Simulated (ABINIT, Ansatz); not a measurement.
**Converging GW for Rb2H6Pt (Fm-3m) in ABINIT**

What does each rung of G0W0 on Rb2H6Pt (Fm-3m) cost, and what does it buy?

Calculated with ABINIT 10.8.3; LDA and many-body steps on it, plane waves.

## Step 1: The structure

It takes space group Fm-3m (No. 225, cubic). The conventional cell has a = 8.522 Å, b = 8.522 Å, c = 8.522 Å, α = 90.00°, β = 90.00°, γ = 90.00°. Nearest to Rb lie 12 H at 3.05 Å. Nearest to H lie 1 Pt at 1.64 Å and 4 H at 2.32 Å and 4 Rb at 3.05 Å. Nearest to Pt lie 6 H at 1.64 Å. Farther neighbours are not listed.

The cell and positions are those that the Materials Project relaxed with its own functionals (PBE, PBE+U or r2SCAN), kept fixed. Spin-orbit coupling is left out unless a step names it.

## Step 2: Empty states on the mesh, 2×2×2 mesh, 298 bands

This step: ABINIT 10.8.3; DFT, LDA, plane waves, norm-conserving pseudopotentials.

The sums over transitions need many empty states on a uniform mesh; this step solves for them.

Contents of run.abi:

```
acell 3*1.0 Angstrom
rprim 
  0.000000000000 4.260795920000 4.260795920000
  4.260795920000 0.000000000000 4.260795920000
  4.260795920000 4.260795920000 0.000000000000
ntypat 3
znucl 37 1 78
natom 9
typat 1 1 2 2 2 2 2 2 3
xred 
  0.750000000000 0.750000000000 0.750000000000
  0.250000000000 0.250000000000 0.250000000000
  0.807305340000 0.807305340000 0.192694660000
  0.192694660000 0.807305340000 0.192694660000
  0.807305340000 0.192694660000 0.192694660000
  0.192694660000 0.192694660000 0.807305340000
  0.807305340000 0.192694660000 0.807305340000
  0.192694660000 0.807305340000 0.807305340000
  0.000000000000 0.000000000000 0.000000000000
pp_dirpath "pseudos"
pseudos "Rb.upf, H.upf, Pt.upf"
ecut 34
ngkpt 2 2 2
nshiftk 1
shiftk 0 0 0
kptopt 1
chksymbreak 0
iscf -2
irdden 1
istwfk *1
nband 298
nbdbuf 26
tolwfr 1e-09
nstep 60
prtvol 0
indata_prefix "in"
outdata_prefix "out"
tmpdata_prefix "tmp"
```

Run with:

```sh
$ OMP_NUM_THREADS=1 mpirun -n 4 abinit run.abi > log
```

Numbers of over 12 decimals in the logs are rounded to 6 here.

The log of the run:

```text
.Version 10.8.3 of ABINIT. v10.8.2 released Aug 2026.

 Symmetries : space group Fm -3 m (#225); Bravais cF (face-center cubic)
[... echo of the input left out ...]
== DATASET  1 ==================================================================
-   mpi_nproc: 4, omp_nthreads: 1 (-1 if OMP is not activated)
-    --> not optimal distribution: autoparal keyword recommended in input file <--

--- !DatasetInfo
iteration_state: {dtset: 1, }
dimensions: {natom: 9, nkpt: 3, mband: 298, nsppol: 1, nspinor: 1, nspden: 1, mpw: 9922, }
cutoff_energies: {ecut:  34.0, pawecutdg:  -1.0, }
[...]
2.82418    2.86411    2.86411    2.86411    2.86708    2.86708    2.86708    2.89614
   2.89615    2.89617    2.90561    2.90565    2.90809    2.90813    2.90821    2.92290
   2.95197    2.95789
 prteigrs : prtvol=0 or 1, do not print more k-points.

== END DATASET(S) ==============================================================
================================================================================

 -outvars: echo values of variables after computation  --------
            nband         298
             nkpt           3
          spgroup         225
 [... the other variables as echoed above ...]

 Calculation completed.
```

It took 3.1 min on 4 MPI ranks of Arm Neoverse V2, shared host; peak memory 0.55 GiB.

Numbers from this step:

| Quantity | Value |
| --- | --- |
| gap | 3.783 eV |
| k of the valence top | 0.5, 0.5, 0 |
| k of the conduction bottom | 0.5, 0.5, 0 |
| least direct gap | 3.783 eV |
| k points computed | 3 |
| lowest point of the top converged band, above the valence top | 76.8463 eV |

On this mesh the gap is 3.783 eV.

The density comes from a self-consistent run that is not shown.

## Step 3: Screening, 2×2×2 mesh, 52 bands, screening to 62.6 eV

The RPA dielectric matrix is built and inverted for each q.

This step: RPA screening on LDA, plane waves, norm-conserving pseudopotentials.

run.abi, as its differences from that of step 2:

```diff
@@ -27,10 +27,11 @@
 chksymbreak 0
-iscf -2
-irdden 1
 istwfk *1
-nband 298
-nbdbuf 26
-tolwfr 1e-09
-nstep 60
-prtvol 0
+occopt 1
+irdwfk 1
+optdriver 3
+nband 52
+ecuteps 2.3
+inclvkb 2
+awtr 1
+symchi 1
 indata_prefix "in"
```

The log of the run:

```text
.Version 10.8.3 of ABINIT. v10.8.2 released Aug 2026.

 Symmetries : space group Fm -3 m (#225); Bravais cF (face-center cubic)
[... echo of the input left out ...]
== DATASET  1 ==================================================================
-   mpi_nproc: 4, omp_nthreads: 1 (-1 if OMP is not activated)

--- !DatasetInfo
iteration_state: {dtset: 1, }
dimensions: {natom: 9, nkpt: 3, mband: 52, nsppol: 1, nspinor: 1, nspden: 1, mpw: 9922, }
cutoff_energies: {ecut:  34.0, pawecutdg:  -1.0, }
electrons: {nelect:   4.20000000E+01, charge:   0.00000000E+00, occopt:   1.00000000E+00, tsmear:   1.00000000E-02, }

 SCREENING: Calculation of the susceptibility and dielectric matrices

 Based on a program developped by R.W. Godby, V. Olevano, G. Onida, and L. Reining.
 Incorporated in ABINIT by V. Olevano, G.-M. Rignanese, and M. Torrent.
.Using double precision arithmetic ; gwpc =  8

[... cell and pseudopotentials left out ...]
--------------------------------------------------------------------------------

 ==== K-mesh for the wavefunctions ====
 Number of points in the irreducible wedge :     3
[... list of points left out ...]
 Together with 48 symmetry operations and time-reversal symmetry
 yields     8 points in the full Brillouin Zone.

 ==== Q-mesh for the screening function ====
 Number of points in the irreducible wedge :     3
[... list of points left out ...]
 Together with 48 symmetry operations and time-reversal symmetry
 yields     8 points in the full Brillouin Zone.

 setmesh: FFT mesh size selected  =    40x   40x   40
          total number of points  =        64000

 vcoul_init : cutoff-mode = AUXILIARY_FUNCTION
 q-points for optical limit:   1
     1)      0.000010    0.000020    0.000030

- screening: taking advantage of time-reversal symmetry
- Maximum band index for partially occupied states nbvw = 21
- Remaining bands to be divided among processors   nbcw = 31
- Number of bands treated by each node ~7

 Number of electrons calculated from density =   42.0000; Expected =   42.0000
 average of density, n =  0.040230
 r_s =    1.8105
 omega_plasma =   19.3478 [eV]

 calculating chi0 at frequencies [eV] :
  1    0.000000E+00    0.000000E+00
  2    0.000000E+00    1.934777E+01

--------------------------------------------------------------------------------
  q-point number  1        q = ( 0.000000, 0.000000, 0.000000) [r.l.u.]
--------------------------------------------------------------------------------
[... chi0 elements left out ...]
 For q-point:  0.000010 0.000020 0.000030
  dielectric constant =   2.7926
  dielectric constant without local fields =   3.5358

  Average fulfillment of the sum rule on Im[epsilon] for q-point    1 :     34.77  [%]
[... wings left out ...]
  q-point number  2        q = ( 0.500000, 0.000000, 0.000000) [r.l.u.]
--------------------------------------------------------------------------------
[... chi0 elements left out ...]
  Average fulfillment of the sum rule on Im[epsilon] for q-point    2 :     45.33  [%]

 [... 1 further q-points ...]
```

Wall time 9 s (4 MPI ranks); peak memory 1.4 GiB.

This step gave:

```yaml
eps_infinity_with_local_fields_on_this_mesh_along_the_program_s_q_direction: 2.793
the_same_without_local_fields: 3.536
plasma_frequency: 19.35 eV
plane_waves_in_the_screening_matrix: 169
```

Local fields lower ε∞ by 21 %. On a Γ-centred mesh this coarse the value itself is usually too large, while a short band sum pulls it down.

## Step 4: 52 bands, 62.6 eV

The self-energy is evaluated for the states that the input lists, and the levels follow from it, in one-shot runs by the linearised quasiparticle equation.

This step: G0W0 on LDA, plane waves, norm-conserving pseudopotentials.

run.abi, as its differences from that of step 3:

```diff
@@ -30,8 +30,17 @@
 irdwfk 1
-optdriver 3
+optdriver 4
 nband 52
+gwcalctyp 0
+ecutsigx 34
+symsigma 1
+nkptgw 2
+kptgw 
+  0.5000000000 0.5000000000 0.0000000000
+  0.0000000000 0.0000000000 0.0000000000
+bdgw 
+  20 23
+  19 24
 ecuteps 2.3
-inclvkb 2
-awtr 1
-symchi 1
+irdscr 1
+ppmodel 1
 indata_prefix "in"
```

The log of the run:

```text
.Version 10.8.3 of ABINIT. v10.8.2 released Aug 2026.

 Symmetries : space group Fm -3 m (#225); Bravais cF (face-center cubic)
[... echo of the input left out ...]
== DATASET  1 ==================================================================
-   mpi_nproc: 4, omp_nthreads: 1 (-1 if OMP is not activated)

--- !DatasetInfo
iteration_state: {dtset: 1, }
dimensions: {natom: 9, nkpt: 3, mband: 52, nsppol: 1, nspinor: 1, nspden: 1, mpw: 9922, }
cutoff_energies: {ecut:  34.0, pawecutdg:  -1.0, }
electrons: {nelect:   4.20000000E+01, charge:   0.00000000E+00, occopt:   1.00000000E+00, tsmear:   1.00000000E-02, }

 SIGMA: Calculation of the GW corrections

 Based on a program developped by R.W. Godby, V. Olevano, G. Onida, and L. Reining.
 Incorporated in ABINIT by V. Olevano, G.-M. Rignanese, and M. Torrent.
.Using double precision arithmetic ; gwpc =  8

[... cell and pseudopotentials left out ...]
--------------------------------------------------------------------------------

 ==== K-mesh for the wavefunctions ====
 Number of points in the irreducible wedge :     3
[... list of points left out ...]
 Together with 48 symmetry operations and time-reversal symmetry
 yields     8 points in the full Brillouin Zone.

 ==== Q-mesh for screening function ====
 Number of points in the irreducible wedge :     3
[... list of points left out ...]
 Together with 48 symmetry operations and time-reversal symmetry
 yields     8 points in the full Brillouin Zone.

 vcoul_init : cutoff-mode = AUXILIARY_FUNCTION
 q-points for optical limit:   1
     1)      0.000010    0.000020    0.000030
 setmesh: FFT mesh size selected  =    60x   60x   60
          total number of points  =       216000

 Number of electrons calculated from density =   42.0000; Expected =   42.0000
 average of density, n =  0.040230
 r_s =    1.8105
 omega_plasma =   19.3478 [eV]

 === KS Band Gaps ===
  >>>> For spin  1
   Minimum direct gap =   3.7827 [eV], located at k-point      :   0.5000  0.5000  0.0000
   Fundamental gap    =   3.7827 [eV], Top of valence bands at :   0.5000  0.5000  0.0000
                                       Bottom of conduction at :   0.5000  0.5000  0.0000
 SIGMA fundamental parameters:
 PLASMON POLE MODEL  1
 number of plane-waves for SigmaX                 9841
 number of plane-waves for SigmaC and W            169
 number of plane-waves for wavefunctions          9841
 number of bands                                    52
 number of independent spin polarizations            1
 number of spinorial components                      1
 number of k-points in IBZ                           3
 number of q-points in IBZ                           3
 number of symmetry operations                      48
 number of k-points in BZ                            8
 number of q-points in BZ                            8
 number of frequencies for dSigma/dE                 9
 frequency step for dSigma/dE [eV]                0.25
 number of omega for Sigma on real axis              0
 max omega for Sigma on real axis  [eV]           0.00
 zcut for avoiding poles [eV]                     0.10

 EPSILON^-1 parameters (SCR file):
 dimension of the eps^-1 matrix on file            169
 dimension of the eps^-1 matrix used               169
 number of plane-waves for wavefunctions          9841
 number of bands                                    52
 number of q-points in IBZ                           3
 number of frequencies                               2
 number of real frequencies                          1
 number of imag frequencies                          1

 matrix elements of self-energy operator (all in [eV])

 Perturbative Calculation

--- !SelfEnergy_ee
iteration_state: {dtset: 1, }
kpoint     : [   0.500,    0.500,    0.000, ]
spin       : 1
KS_gap     :    3.783
QP_gap     :    5.987
Delta_QP_KS:    2.205
data: !SigmaeeData |
     Band     E0 <VxcDFT>   SigX SigC(E0)      Z dSigC/dE  Sig(E)    E-E0       E
       20  -0.977 -11.611 -14.610   2.272   0.827  -0.209 -12.212  -0.602  -1.579
       21  -0.977 -11.611 -14.610   2.272   0.827  -0.209 -12.212  -0.602  -1.579
       22   2.806  -9.494  -5.780  -1.849   0.860  -0.163  -7.891   1.603   4.409
       23   5.048  -8.812  -4.315  -2.154   0.868  -0.153  -6.780   2.032   7.080

--- !SelfEnergy_ee
iteration_state: {dtset: 1, }
kpoint     : [   0.000,    0.000,    0.000, ]
spin       : 1
KS_gap     :    4.861
QP_gap     :    7.057
Delta_QP_KS:    2.196
data: !SigmaeeData |
     Band     E0 <VxcDFT>   SigX SigC(E0)      Z dSigC/dE  Sig(E)    E-E0       E
       19  -1.289 -11.114 -14.098   2.240   0.825  -0.212 -11.728  -0.614  -1.902
       20  -1.289 -11.114 -14.098   2.240   0.825  -0.212 -11.728  -0.614  -1.902
       21  -1.289 -11.114 -14.098   2.240   0.825  -0.212 -11.728  -0.614  -1.902
       22   3.572  -7.278  -3.167  -2.291   0.869  -0.150  -5.696   1.582   5.154
       23   4.515 -11.621  -7.111  -1.915   0.853  -0.172  -9.407   2.213   6.728
       24   4.515 -11.621  -7.111  -1.915   0.853  -0.172  -9.407   2.213   6.728

== END DATASET(S) ==============================================================
================================================================================

 -outvars: echo values of variables after computation  --------
           etotal      0.0000000000E+00
            nband          52
             nkpt           3
          spgroup         225
 [... the other variables as echoed above ...]

 Calculation completed.
```

Elapsed: 4.8 s, on 4 MPI ranks; peak memory 0.9 GiB.

This step gave:

```
G0W0 gap on the points computed              : 5.988 eV
starting gap on the mesh                     : 3.783 eV
k of the valence top                         : 0.5, 0.5, 0
k of the conduction bottom                   : 0.5, 0.5, 0
Z at the valence top                         : 0.827
Z at the conduction bottom                   : 0.86
least direct G0W0 gap on the computed points : 5.988 eV
```

The gap on the mesh goes from 3.78 eV to 5.99 eV, a correction of +2.21 eV.

## Step 5: Screening, 2×2×2 mesh, 123 bands, screening to 114.3 eV

This step: RPA screening on LDA, plane waves, norm-conserving pseudopotentials.

run.abi, as its differences from that of step 4:

```diff
@@ -30,17 +30,8 @@
 irdwfk 1
-optdriver 4
-nband 52
-gwcalctyp 0
-ecutsigx 34
-symsigma 1
-nkptgw 2
-kptgw 
-  0.5000000000 0.5000000000 0.0000000000
-  0.0000000000 0.0000000000 0.0000000000
-bdgw 
-  20 23
-  19 24
-ecuteps 2.3
-irdscr 1
-ppmodel 1
+optdriver 3
+nband 123
+ecuteps 4.2
+inclvkb 2
+awtr 1
+symchi 1
 indata_prefix "in"
```

The log of the run:

```text
.Version 10.8.3 of ABINIT. v10.8.2 released Aug 2026.

 Symmetries : space group Fm -3 m (#225); Bravais cF (face-center cubic)
[... echo of the input left out ...]
== DATASET  1 ==================================================================
-   mpi_nproc: 4, omp_nthreads: 1 (-1 if OMP is not activated)

--- !DatasetInfo
iteration_state: {dtset: 1, }
dimensions: {natom: 9, nkpt: 3, mband: 123, nsppol: 1, nspinor: 1, nspden: 1, mpw: 9922, }
cutoff_energies: {ecut:  34.0, pawecutdg:  -1.0, }
electrons: {nelect:   4.20000000E+01, charge:   0.00000000E+00, occopt:   1.00000000E+00, tsmear:   1.00000000E-02, }

 SCREENING: Calculation of the susceptibility and dielectric matrices

 Based on a program developped by R.W. Godby, V. Olevano, G. Onida, and L. Reining.
 Incorporated in ABINIT by V. Olevano, G.-M. Rignanese, and M. Torrent.
.Using double precision arithmetic ; gwpc =  8

[... cell and pseudopotentials left out ...]
--------------------------------------------------------------------------------

 ==== K-mesh for the wavefunctions ====
 Number of points in the irreducible wedge :     3
[... list of points left out ...]
 Together with 48 symmetry operations and time-reversal symmetry
 yields     8 points in the full Brillouin Zone.

 ==== Q-mesh for the screening function ====
 Number of points in the irreducible wedge :     3
[... list of points left out ...]
 Together with 48 symmetry operations and time-reversal symmetry
 yields     8 points in the full Brillouin Zone.

 setmesh: FFT mesh size selected  =    40x   40x   40
          total number of points  =        64000

 vcoul_init : cutoff-mode = AUXILIARY_FUNCTION
 q-points for optical limit:   1
     1)      0.000010    0.000020    0.000030

- screening: taking advantage of time-reversal symmetry
- Maximum band index for partially occupied states nbvw = 21
- Remaining bands to be divided among processors   nbcw = 102
- Number of bands treated by each node ~25

 Number of electrons calculated from density =   42.0000; Expected =   42.0000
 average of density, n =  0.040230
 r_s =    1.8105
 omega_plasma =   19.3478 [eV]

 calculating chi0 at frequencies [eV] :
  1    0.000000E+00    0.000000E+00
  2    0.000000E+00    1.934777E+01

--------------------------------------------------------------------------------
  q-point number  1        q = ( 0.000000, 0.000000, 0.000000) [r.l.u.]
--------------------------------------------------------------------------------
[... chi0 elements left out ...]
 For q-point:  0.000010 0.000020 0.000030
  dielectric constant =   2.8065
  dielectric constant without local fields =   3.6238

  Average fulfillment of the sum rule on Im[epsilon] for q-point    1 :     63.81  [%]
[... wings left out ...]
  q-point number  2        q = ( 0.500000, 0.000000, 0.000000) [r.l.u.]
--------------------------------------------------------------------------------
[... chi0 elements left out ...]
  Average fulfillment of the sum rule on Im[epsilon] for q-point    2 :     70.81  [%]

 [... 1 further q-points ...]
```

Elapsed: 24 s, on 4 MPI ranks; peak memory 1.7 GiB.

Numbers from this step:

| Property | Result |
| --- | --- |
| ε∞ with local fields, on this mesh, along the program's q direction | 2.807 |
| the same without local fields | 3.624 |
| plasma frequency | 19.35 eV |
| plane waves in the screening matrix | 411 |

(Continued in part 2 of 2.)

[Paths, hosts, dates, memory and timing lines, banners, echoed tables and standing remarks are left out of the program output.]

[Logs are printed without paths, hosts, clocks, repeated set-up lines and the standing remarks that a program may print on its own settings, such as how far it seeks lower states.]

[Runs of the session that timed out or met a known fault of the program may be left out.]

[No measured gap is set beside runs whose start may be inverted or whose files or cutoffs have a known fault.]

[Hosts, paths, dates, database ids (printed as entryN), source tags and the programs' standing remarks are cut or masked in the printed files.]

[G0W0 gaps are taken among the corrected bands and points alone; a level outside them can change the order at an edge.]

[Where Ansatz stands beside ABINIT at settings called matched, ABINIT's density can come from a denser mesh and the files from another edition; pairs whose starting gaps differed by over 0.03 eV were left out, so agreement reads better than it is.]
